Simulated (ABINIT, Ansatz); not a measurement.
# MoS2 (P6_3/mmc): bands and cutoff in G0W0 with ABINIT, part 2 of 2

Wanted: a converged G0W0 gap of MoS2 (P6_3/mmc), or an estimate of the limit.

ABINIT 10.8.3; PBEsol and many-body steps on it, plane waves. Known limits of the many-body steps: not at the basis limit; no spin-orbit coupling; coarse k mesh.

So far. Step 3 (Screening, 3×3×1 mesh, 47 bands, screening to 62.6 eV): Local fields lower ε∞ by 9 %. On a Γ-centred mesh this coarse the value itself is usually too large, while a short band sum pulls it down. Step 4 (47 bands, 62.6 eV): The gap on the mesh goes from 1.04 eV to 1.68 eV, a correction of +0.64 eV.

The database entry behind the starting cell differs from later determinations by our own check (about 0.3 % long), so it need not match the best structure at ambient conditions.

## (6) 97 bands, 114.3 eV

This step: G0W0 on PBEsol, plane waves, norm-conserving pseudopotentials.

The input, run.abi:

```
acell 3*1.0 Angstrom
rprim 
  3.169000000004 -0.000000000001 0.000000000000
  -1.584500000001 2.744434504597 0.000000000000
  0.000000000000 0.000000000000 12.324000000000
ntypat 2
znucl 42 16
natom 6
typat 1 1 2 2 2 2
xred 
  0.333333333333 0.666666666667 0.250000000000
  0.666666666667 0.333333333333 0.750000000000
  0.333333333333 0.666666666667 0.623000000000
  0.666666666667 0.333333333333 0.123000000000
  0.333333333333 0.666666666667 0.877000000000
  0.666666666667 0.333333333333 0.377000000000
pp_dirpath "pseudos"
pseudos "Mo.upf, S.upf"
ecut 36
ngkpt 3 3 1
nshiftk 1
shiftk 0 0 0
kptopt 1
chksymbreak 0
istwfk *1
occopt 1
irdwfk 1
optdriver 4
nband 97
gwcalctyp 0
ecutsigx 36
symsigma 1
nkptgw 2
kptgw 
  0.0000000000 0.0000000000 0.0000000000
  0.3333333333 0.3333333333 0.0000000000
bdgw 
  25 28
  25 28
ecuteps 4.2
irdscr 1
ppmodel 1
indata_prefix "in"
outdata_prefix "out"
tmpdata_prefix "tmp"
```

Launch:

```bash
> OMP_NUM_THREADS=1 mpirun -n 4 abinit run.abi > log
```

Numbers of over 12 decimals in the logs are rounded to 6 here.

What it wrote:

```text
.Version 10.8.3 of ABINIT. v10.8.2 released Aug 2026.

 Symmetries : space group P6_3/m m c (#194); Bravais hP (primitive hexag.)
[... echo of the input left out ...]
== DATASET  1 ==================================================================
-   mpi_nproc: 4, omp_nthreads: 1 (-1 if OMP is not activated)

--- !DatasetInfo
iteration_state: {dtset: 1, }
dimensions: {natom: 6, nkpt: 3, mband: 97, nsppol: 1, nspinor: 1, nspden: 1, mpw: 7476, }
cutoff_energies: {ecut:  36.0, pawecutdg:  -1.0, }
electrons: {nelect:   5.20000000E+01, charge:   0.00000000E+00, occopt:   1.00000000E+00, tsmear:   1.00000000E-02, }

 SIGMA: Calculation of the GW corrections

 Based on a program developped by R.W. Godby, V. Olevano, G. Onida, and L. Reining.
 Incorporated in ABINIT by V. Olevano, G.-M. Rignanese, and M. Torrent.
.Using double precision arithmetic ; gwpc =  8

[... cell and pseudopotentials left out ...]
--------------------------------------------------------------------------------

 ==== K-mesh for the wavefunctions ====
 Number of points in the irreducible wedge :     3
[... list of points left out ...]
 Together with 24 symmetry operations and time-reversal symmetry
 yields     9 points in the full Brillouin Zone.

 ==== Q-mesh for screening function ====
 Number of points in the irreducible wedge :     3
[... list of points left out ...]
 Together with 24 symmetry operations and time-reversal symmetry
 yields     9 points in the full Brillouin Zone.

 vcoul_init : cutoff-mode = AUXILIARY_FUNCTION
 q-points for optical limit:   1
     1)      0.000010    0.000020    0.000030
 setmesh: FFT mesh size selected  =    32x   32x  128
          total number of points  =       131072

 Number of electrons calculated from density =   52.0000; Expected =   52.0000
[...]
number of omega for Sigma on real axis              0
 max omega for Sigma on real axis  [eV]           0.00
 zcut for avoiding poles [eV]                     0.10

 EPSILON^-1 parameters (SCR file):
 dimension of the eps^-1 matrix on file            291
 dimension of the eps^-1 matrix used               291
 number of plane-waves for wavefunctions          7437
 number of bands                                    97
 number of q-points in IBZ                           3
 number of frequencies                               2
 number of real frequencies                          1
 number of imag frequencies                          1

 matrix elements of self-energy operator (all in [eV])

 Perturbative Calculation

--- !SelfEnergy_ee
iteration_state: {dtset: 1, }
kpoint     : [   0.000,    0.000,    0.000, ]
spin       : 1
KS_gap     :    2.094
QP_gap     :    2.556
Delta_QP_KS:    0.462
data: !SigmaeeData |
     Band     E0 <VxcDFT>   SigX SigC(E0)      Z dSigC/dE  Sig(E)    E-E0       E
       25   7.228 -13.594 -16.570   2.831   0.778  -0.286 -13.706  -0.113   7.115
       26   8.399 -16.270 -17.350   1.642   0.775  -0.290 -15.835   0.436   8.834
       27  10.493 -15.558 -10.907  -3.499   0.779  -0.284 -14.661   0.897  11.390
[...]
--- !SelfEnergy_ee
iteration_state: {dtset: 1, }
kpoint     : [   0.333,    0.333,    0.000, ]
spin       : 1
KS_gap     :    1.652
QP_gap     :    2.307
Delta_QP_KS:    0.655
data: !SigmaeeData |
     Band     E0 <VxcDFT>   SigX SigC(E0)      Z dSigC/dE  Sig(E)    E-E0       E
[...]
27   9.435 -17.535 -12.657  -3.401   0.774  -0.291 -16.391   1.144  10.579
       28   9.435 -17.535 -12.657  -3.401   0.774  -0.291 -16.391   1.144  10.579

== END DATASET(S) ==============================================================
================================================================================

 -outvars: echo values of variables after computation  --------
           etotal      0.0000000000E+00
            nband          97
             nkpt           3
          spgroup         194
 [... the other variables as echoed above ...]

 Calculation completed.
```

Elapsed: 7.2 s, on 4 MPI ranks of Arm Neoverse V2, shared host; peak memory 0.66 GiB; 28 s of CPU time.

Numbers from this step:

| Quantity | Value |
| --- | --- |
| G0W0 gap on the points computed | 1.745 eV |
| starting gap on the mesh | 1.037 eV |
| k of the valence top | 0, 0, 0 |
| k of the conduction bottom | 0.3333, 0.3333, 0 |
| Z at the valence top | 0.775 |
| Z at the conduction bottom | 0.774 |
| least direct G0W0 gap on the computed points | 2.307 eV |

Against G0W0 in ABINIT (3×3×1 mesh, 47 bands, screening to 62.6 eV, Godby-Needs plasmon pole), the gap moves by +0.065 eV.

## (7) Screening, 3×3×1 mesh, 200 bands, screening to 176.9 eV

This step: RPA screening on PBEsol, plane waves, norm-conserving pseudopotentials.

run.abi: that of step 6 with these lines changed.

```diff
@@ -27,17 +27,8 @@
 irdwfk 1
-optdriver 4
-nband 97
-gwcalctyp 0
-ecutsigx 36
-symsigma 1
-nkptgw 2
-kptgw 
-  0.0000000000 0.0000000000 0.0000000000
-  0.3333333333 0.3333333333 0.0000000000
-bdgw 
-  25 28
-  25 28
-ecuteps 4.2
-irdscr 1
-ppmodel 1
+optdriver 3
+nband 200
+ecuteps 6.5
+inclvkb 2
+awtr 1
+symchi 1
 indata_prefix "in"
```

What it wrote:

```text
.Version 10.8.3 of ABINIT. v10.8.2 released Aug 2026.

 Symmetries : space group P6_3/m m c (#194); Bravais hP (primitive hexag.)
[... echo of the input left out ...]
== DATASET  1 ==================================================================
-   mpi_nproc: 4, omp_nthreads: 1 (-1 if OMP is not activated)

--- !DatasetInfo
iteration_state: {dtset: 1, }
dimensions: {natom: 6, nkpt: 3, mband: 200, nsppol: 1, nspinor: 1, nspden: 1, mpw: 7476, }
cutoff_energies: {ecut:  36.0, pawecutdg:  -1.0, }
[...]
--------------------------------------------------------------------------------
[... chi0 elements left out ...]
 For q-point:  0.000010 0.000020 0.000030
  dielectric constant =  17.3301
  dielectric constant without local fields =  19.6556

  Average fulfillment of the sum rule on Im[epsilon] for q-point    1 :     80.71  [%]
[... wings left out ...]
  q-point number  2        q = ( 0.333333, 0.000000, 0.000000) [r.l.u.]
--------------------------------------------------------------------------------
[... chi0 elements left out ...]
  Average fulfillment of the sum rule on Im[epsilon] for q-point    2 :     77.97  [%]

 [... 1 further q-points ...]
```

Elapsed: 43 s, on 4 MPI ranks; peak memory 1.1 GiB; 2.8 min of CPU time.

Numbers from this step:

- ε∞ with local fields, on this mesh, along the program's q direction: 17.33
- the same without local fields: 19.66
- plasma frequency: 25.86 eV
- plane waves in the screening matrix: 573

## (8) 200 bands, 176.9 eV

This step: G0W0 on PBEsol, plane waves, norm-conserving pseudopotentials.

run.abi: that of step 7 with these lines changed.

```diff
@@ -27,8 +27,17 @@
 irdwfk 1
-optdriver 3
+optdriver 4
 nband 200
+gwcalctyp 0
+ecutsigx 36
+symsigma 1
+nkptgw 2
+kptgw 
+  0.0000000000 0.0000000000 0.0000000000
+  0.3333333333 0.3333333333 0.0000000000
+bdgw 
+  25 28
+  25 28
 ecuteps 6.5
-inclvkb 2
-awtr 1
-symchi 1
+irdscr 1
+ppmodel 1
 indata_prefix "in"
```

What it wrote:

```text
.Version 10.8.3 of ABINIT. v10.8.2 released Aug 2026.

 Symmetries : space group P6_3/m m c (#194); Bravais hP (primitive hexag.)
[... echo of the input left out ...]
== DATASET  1 ==================================================================
-   mpi_nproc: 4, omp_nthreads: 1 (-1 if OMP is not activated)

--- !DatasetInfo
iteration_state: {dtset: 1, }
dimensions: {natom: 6, nkpt: 3, mband: 200, nsppol: 1, nspinor: 1, nspden: 1, mpw: 7476, }
cutoff_energies: {ecut:  36.0, pawecutdg:  -1.0, }
[...]
Band     E0 <VxcDFT>   SigX SigC(E0)      Z dSigC/dE  Sig(E)    E-E0       E
[...]
27   9.435 -17.535 -12.657  -3.985   0.767  -0.303 -16.849   0.685  10.121
       28   9.435 -17.535 -12.657  -3.985   0.767  -0.303 -16.849   0.685  10.121

== END DATASET(S) ==============================================================
================================================================================

 -outvars: echo values of variables after computation  --------
           etotal      0.0000000000E+00
            nband         200
             nkpt           3
          spgroup         194
 [... the other variables as echoed above ...]

 Calculation completed.
```

Run time: 23 s. Hardware: 4 MPI ranks; peak memory 1.1 GiB; 91 s of CPU time.

This step gave:

```yaml
g0w0_gap_on_the_points_computed: 1.729 eV
starting_gap_on_the_mesh: 1.037 eV
k_of_the_valence_top: 0, 0, 0
k_of_the_conduction_bottom: 0.3333, 0.3333, 0
least_direct_g0w0_gap_on_the_computed_points: 2.274 eV
```

Against G0W0 in ABINIT (3×3×1 mesh, 97 bands, screening to 114.3 eV, Godby-Needs plasmon pole), the gap moves by −0.016 eV.

## (9) The runs together

Times are wall times on 4 MPI ranks of Arm Neoverse V2, shared host, good to a factor of about two. A run's time includes the screening step that it read.

| run | mesh | bands | screening cutoff (eV) | DFT gap (eV) | gap on the mesh (eV) | direct (eV) | ε∞ used | time |
| --- | --- | --- | --- | --- | --- | --- | --- | --- |
| 47 bands, 62.6 eV | 3×3×1 | 47 | 62.6 | 1.037 | 1.680 | 2.323 | 17.74 | 12 s |
| 97 bands, 114.3 eV | 3×3×1 | 97 | 114.3 | 1.037 | 1.745 | 2.307 | 17.45 | 25 s |
| 200 bands, 176.9 eV | 3×3×1 | 200 | 176.9 | 1.037 | 1.729 | 2.274 | 17.33 | 65 s |

## (10) Outcome

```yaml
47_bands_62p6_ev: 1.680 eV
97_bands_114p3_ev: 1.745 eV
200_bands_176p9_ev: 1.729 eV
known_limits: not at the basis limit; no spin-orbit coupling; coarse k mesh
```

What this shows: From the first rung to the last the gap moves by +0.05 eV for 5.4 times the time. The gap turns back along the series, so no limit is drawn from it. In the first G0W0 run levels were corrected at 2 k points alone, so a gap called «on the mesh» is the least over those, and an edge elsewhere would be missed. A denser mesh or path gives a starting gap of 0.85 eV: the GW mesh misses a band edge, so its gaps are not the fundamental one. The 3×3×1 mesh is coarse for this cell, which bears on the long-range parts of exchange and screening. The many-body steps are scalar-relativistic: spin-orbit coupling is not in them.

[Paths, hosts, dates, memory and timing lines, banners, echoed tables and standing remarks are left out of the program output.]

[Logs are printed without paths, hosts, clocks, repeated set-up lines and the standing remarks that a program may print on its own settings, such as how far it seeks lower states.]

[Runs of the session that timed out or met a known fault of the program may be left out.]

[No measured gap is set beside runs whose start may be inverted or whose files or cutoffs have a known fault.]

[Hosts, paths, dates, database ids (printed as entryN), source tags and the programs' standing remarks are cut or masked in the printed files.]

[G0W0 gaps are taken among the corrected bands and points alone; a level outside them can change the order at an edge.]

[Where Ansatz stands beside ABINIT at settings called matched, ABINIT's density can come from a denser mesh and the files from another edition; pairs whose starting gaps differed by over 0.03 eV were left out, so agreement reads better than it is.]
